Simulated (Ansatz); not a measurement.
# Hf (model cell, started as body-centred cubic): phonons and vibrational spectra, part 2 of 2

Aim: the vibrations of Hf (model cell, started as body-centred cubic), their spectra, and whether the structure is stable.

Ansatz 0.2.0; DFT LDA, scalar-relativistic, plane waves, PAW; PAW set soft_1.

So far. Step 3 (Relaxing to small forces for the phonons): The forces vanish by symmetry and the pressure is 0.000 GPa, within the tolerances set. The cell now holds 20.39 Å³/atom. The relaxed cell has a = 3.442 Å (conventional setting).

This is not the structure that Hf takes at ambient pressure and room temperature (hexagonal, No. 194); it is a model or a phase of other conditions.

### Step 4. The dispersion

Stability and thermal properties need the whole zone. Linear response on a 4×4×4 q mesh gives force constants as far as a supercell of that size would.

The input, input.yaml:

```yaml
crystal:
  lattice:
    - [-1.7209589871, 1.7209589871, 1.7209589871]
    - [1.7209589871, -1.7209589871, 1.7209589871]
    - [1.7209589871, 1.7209589871, -1.7209589871]
  atoms:
    - { symbol: Hf, position: [0.0, 0.0, 0.0] }
kpoints:
  mp_grid: { grid: [16, 16, 16] }
hamiltonian:
  xc: lda
  pseudopotentials: { kind: paw, azcp: { folder: soft_1 }, xc_functional: pbe }
scf:
  occupations: { method: methfessel_paxton, width: 0.2 }
output:
  eigenvalues: true
phonons:
  method: dfpt
  qmesh: [4, 4, 4]
  temperatures: { t_max: 1000, t_step: 50 }
  qpath:
    path:
      - [[0.0, 0.0, 0.0], [0.5, -0.5, 0.5], [0.0, 0.0, 0.5], [0.0, 0.0, 0.0], [0.25, 0.25, 0.25], [0.5, -0.5, 0.5]]
      - [[0.25, 0.25, 0.25], [0.0, 0.0, 0.5]]
    npoints: 10
```

Run with:

```console
> ansatz run input.yaml --threads 4 --pin off --max-ram 16384MiB --backend cpu --events-out ev --progress --plain --runs-dir out
```

Numbers of over 12 decimals in the logs are rounded to 6 here.

Output:

```text
[...]
Crystal: 1 atoms, lattice volume = 20.388 Å³
Basis set: ecut = 420 eV, 381 PW (Γ), exchange–correlation on 40×40×40 points (8 copies of the dense FFT grid, shifted against one another)
Bands: 17, of which v1, the nominal top of the filled ones, is band 13 counted from 1 (12 counted from 0)
Symmetry: 48 space group operations
k-points: 145 of 4096
[...]
SCF iter   1: F=—  HF=-15477.433066 eV  |F-HF|=—  |Δ(HF+E_count)|=         —  Δρ=2.84e-2  dr2=2.04e-1  ethr=3.10e-3  ⟨swp⟩=5.4  Hψ=11449  notcnv=0
[...]
SCF iter  10: F=-15477.348328 eV  HF=-15477.348328 eV  |F-HF|=7.28e-12  |Δ(HF+E_count)|=  1.09e-11  S|Δr|=    0.00e0  Δρ=3.23e-8  dr2=9.13e-14  ethr=1.00e-12  ⟨swp⟩=8.4  Hψ=15013  notcnv=0
SCF 1 converged in 10 iterations: F = -15477.348328 eV  dr2 = 9.13e-14
[...]
NSCF: frozen V_eff on 145 k-points
[...]
DFPT response loops at q = (0, 0, 0) (fractional): preconditioner auto → Kerker (q_TF=auto, 2.841 Å⁻¹) (partly filled bands, converged f_vac=0.000); β = 1.00, the filter's whole step (`scf.mixing.beta` (0.50) is not read by the response loops under this deck's `scf.mixing.preconditioner`; to damp them name `kerker` or `kerker_dos`, under which they read `scf.mixing.beta`, and type it under 1.00, their step now; both keys bind the ground state too); Broyden in place of MSR1
[...]
SCF converged after 10 iterations
[...]
Free energy (F): -15477.348328 eV
[...]
Internal energy: -15477.349396 eV  (E = F + TS)
E sigma→0 (E₀):  -15477.348595 eV
Entropy (-TS):   0.001069 eV (1.069 meV/atom)
Fermi energy:    19.397408 eV
[...]
--- Band table (eV; the first three rows and the last of 145) ---
  k-point 0: bands = [... 9 lower, 8.1890, 8.2306, 12.1038, 20.8955, 20.8955, 20.8955, 23.9650, 23.9650]
  k-point 1: bands = [... 9 lower, 8.1881, 8.2270, 12.2665, 20.7823, 20.8568, 21.0579, 23.7755, 23.9635]
  k-point 2: bands = [... 9 lower, 8.1856, 8.2184, 12.7341, 20.4786, 20.6877, 21.5387, 23.4317, 23.9724]
  k-point 144: bands = [... 9 lower, 8.2015, 8.2015, 16.4027, 16.4027, 26.8061, 26.8061, 26.8061, 27.4646]
--- Phonons (Γ-DFPT): 1 representative perturbation + reference (Σ response iterations 3) ---
  ASR residual: 3.783e-6 → 0.000e0 eV/Å²; symmetrization residual: 3.032e-11 eV/Å²
  ASR residual per site (eV/Å²): 3.78e-6
  Γ frequencies (cm⁻¹): 0.00 0.00 0.00
--- Phonons (arbitrary-q DFPT): 8 irreducible q on the 4×4×4 mesh ---
  q = [0.0000, 0.0000, 0.0000] (star 1, of the zone-centre solve; hermiticity 3.83e-7, symmetrization 8.01e-6): -0.00 -0.00 -0.00
  q = [0.0000, 0.0000, 0.2500] (star 12, 2 solved perturbations in 3336 linear systems a pass and spin channel, the states on 2176 of 4096 k-point pairs; hermiticity 5.88e-9, symmetrization 5.59e-9): -42.43 54.65 96.22
[...]
q = [0.2500, 0.2500, 0.2500] (star 2, 1 solved perturbation on 589 of 4096 k-point pairs; hermiticity 2.72e-7, symmetrization 1.36e-7): -9.47 -9.47 -9.47
[...]
sum rule: each row above includes the acoustic sum rule's correction from the zone centre's row sums; it moved no ω² by more than (0.08 cm⁻¹)²
  mesh force constants: q→R imaginary residual 0.00e0; ASR residual 3.783e-6 → 0.000e0 eV/Å²; symmetrization residual 2.220e-15 eV/Å²
  interpolated dispersion: 62 rows × 3 modes
  density of states and harmonic sums: on the 28×28×28 q-mesh, interpolated from the force constants of a 4×4×4 supercell (no non-analytic term)
  largest difference from the sums on the solved wave vectors: F 4.93e-2 eV, S 6.19e-5 and C_V 1.28e-5 eV/K
  zero-point energy: 0.012657 eV/cell   skipped modes (ω ≤ 0): 399, of them read as no rigid motion or as one in doubt: 396 (6.500e-1 modes/cell left out, lowest -83.13 cm⁻¹)   left out of the sums: 2.17e-1 of the cell's modes: C_V's classical limit lies that fraction below 3 k_B per atom; for a crystal, a wire or a layer, F and S can be off by more, and a phonons.interpolated_qmesh denser along its periods is the remedy for the sampling
```

Elapsed: 2.8 min, on 4 threads of Intel Xeon Platinum 8259CL at 2.50GHz (Skylake/Cascade Lake), shared host; peak memory 3.8 GiB.

The column dr2 measures how far the density is from self-consistency, as an energy; F and HF (Harris–Foulkes) agree once it is small.

This step gave:

| Quantity | Value |
| --- | --- |
| sum-rule residual before enforcement | 3.78e-6 eV/Å² |
| lowest frequency on the path | -83.18 cm⁻¹ |
| highest frequency on the path or at a solved wavevector | 140.3 cm⁻¹ |
| lowest mode on the q mesh (acoustic modes at Γ apart) | -83 cm⁻¹ |

Frequencies (cm⁻¹) solved at each irreducible wavevector; negative means imaginary. Frequencies by wavevector, by row:

| q in reciprocal lattice units | star | mode 1 | mode 2 | mode 3 |
| --- | --- | --- | --- | --- |
| 0 0 0 | 1 | 0 | 0 | 0 |
| 0 0 0.25 | 12 | -42.4 | 54.6 | 96.2 |
| 0 0 -0.5 | 6 | -83 | 86.4 | 93.1 |
| 0 0.25 0.25 | 24 | -51.8 | 59.2 | 111.9 |
| 0.25 0.25 0.25 | 2 | -9.5 | -9.5 | -9.5 |
| 0.25 0.25 -0.25 | 6 | 74.4 | 90 | 90 |
| 0.25 -0.5 -0.5 | 12 | 97.4 | 117.4 | 120.5 |
| -0.5 -0.5 -0.5 | 1 | 140.3 | 140.3 | 140.3 |

Interpolated from a 4×4×4 q mesh. Phonon branches along the path, in cm⁻¹:

| point | branch 1 | branch 2 | branch 3 |
| --- | --- | --- | --- |
| Γ | 0 | 0 | 0 |
| halfway | 74 | 90 | 90 |
| H | 140 | 140 | 140 |
| halfway | 97 | 117 | 120 |
| N | -83 | 86 | 93 |
| halfway | -42 | 55 | 96 |
| Γ | 0 | 0 | 0 |
| halfway | -40 | -40 | 120 |
| P | -10 | -10 | -10 |
| halfway | 76 | 110 | 110 |
| H | 140 | 140 | 140 |
| jump to P | -10 | -10 | -10 |
| halfway | -80 | 68 | 89 |
| N | -83 | 86 | 93 |

The phonon branches as a text plot (rows in cm⁻¹):

```
    136 |         ******                                ***
    126 |        **    **                   *          *
    117 |               ***                * *        **
    108 |       **        *               *          *
     98 |                * ** ****            *     * *
     89 |     ***          ****   *      *                    ***
     80 |                      *                   * *       ***
     70 |    ***          *     *  *           *  *         *
     61 |   *                           *                    *
     52 |  **                    *  *
     43 |                         *              *         **
     33 | **                       *   *            *
     24 |                           **
     15 | *                          *                     *
      5 |                              **
     -4 |*                           **
    -13 |                           *    *      *
    -23 |                          *      *
    -32 |                         *
    -41 |                        *         *   *           *
    -51 |                                   ***    *
    -60 |                  *                     **
    -69 |                       *                           *
    -79 |                   ****                             ****
         Γ           H       N        Γ         P        H|P    N
```

Tetrahedra on a 28×28×28 mesh, mean over bins of 2 cm-1. Interpolated from a 4×4×4 q mesh. The phonon density of states by wavenumber; read off at these points:

| wavenumber (cm⁻¹) | phonon density of states (1/cm⁻¹/cell) |
| --- | --- |
| -83.0 | 0.00169 |
| -77.0 | 0.009 |
| -71.0 | 0.0120 |
| -67.0 | 0.0163 |
| -65.0 | 0.0161 |
| -59.0 | 0.0118 |
| -53.0 | 0.00966 |
| -47.0 | 0.00853 |
| -41.0 | 0.00772 |
| -35.0 | 0.00672 |
| -29.0 | 0.00587 |
| -23.0 | 0.00509 |
| -17.0 | 0.00419 |
| -11.0 | 0.00381 |
| -5.0 | 0.00364 |
| 1.0 | 0.00371 |
| 7.0 | 0.00361 |
| 13.0 | 0.00408 |
| 19.0 | 0.00507 |
| 25.0 | 0.00627 |
| 33.0 | 0.00821 |
| 39.0 | 0.00972 |
| 45.0 | 0.0111 |
| 51.0 | 0.0125 |
| 57.0 | 0.0138 |
| 63.0 | 0.0152 |
| 69.0 | 0.0169 |
| 75.0 | 0.0187 |
| 81.0 | 0.0212 |
| 87.0 | 0.0233 |
| 93.0 | 0.0249 |
| 99.0 | 0.0388 |
| 105.0 | 0.0460 |
| 111.0 | 0.0471 |
| 117.0 | 0.0263 |
| 123.0 | 0.0140 |
| 129.0 | 0.0108 |
| 135.0 | 0.00738 |
| 141.0 | 1.1e-4 |

Second derivatives of the energy by pair, one row for each kind of neighbour of each atom listed. Each entry sums the pair over the periodic images of the supercell that the q mesh stands for, and in a polar crystal it holds the long-range dipole part too. Force constants by pair, by row:

| atom | neighbour | distance (Å) | third of the trace (eV/Å²) | along the pair's line (eV/Å²) |
| --- | --- | --- | --- | --- |
| Hf1 | itself | 0 | 3.91 | – |
| Hf1 | Hf | 2.981 | -0.7627 | -2.26 |
| Hf1 | Hf | 3.442 | 0.5836 | 0.9955 |
| Hf1 | Hf | 4.868 | -0.0118 | -0.3345 |
| Hf1 | Hf | 5.708 | -0.015 | -0.053 |
| Hf1 | Hf | 5.962 | -0.0525 | -0.0101 |
| Hf1 | Hf | 6.884 | -0.189 | -0.4007 |

Symmetry leaves 8 wavevectors to solve. The lowest mode among them, the acoustic zeros apart, lies at q = (0, 0, -0.5) and is imaginary, 83.0i cm⁻¹, so the energy falls along it.

### Step 5. Summary of results

| Quantity | Value |
| --- | --- |
| space group after relaxation (within 0.01 Å) | Im-3m |
| volume per atom | 20.4 Å³ |
| electronic character | no gap on this mesh |
| lowest mode on the q mesh (acoustic modes at Γ apart) | -83.0 cm⁻¹ |
| highest frequency on the path or at a solved wavevector | 140 cm⁻¹ |
| imaginary modes on the 4×4×4 q mesh | yes |

Modes are clearly imaginary (beyond 10i cm⁻¹) at 3 of the 8 irreducible wavevectors, most at q = (0, 0, -0.5) (83.0i cm⁻¹), so this structure is not a minimum of the energy. With no gap, or one that is small against the smearing, the frequencies hang on the k mesh and the smearing, most of all near Kohn anomalies. Spin-orbit coupling is left out, which can matter for the heavy elements here. The PAW files were made for PBE and serve the other functionals too. The starting cell was built on a prototype and not taken from a measurement, so the phase need not exist. These are harmonic frequencies at zero temperature: anharmonic shifts, linewidths and thermal expansion are left out.

[Logs are printed without paths, hosts, clocks, repeated set-up lines and the standing remarks that a program may print on its own settings, such as how far it seeks lower states.]

[Hosts, paths, dates, database ids (printed as entryN), source tags and the programs' standing remarks are cut or masked in the printed files.]
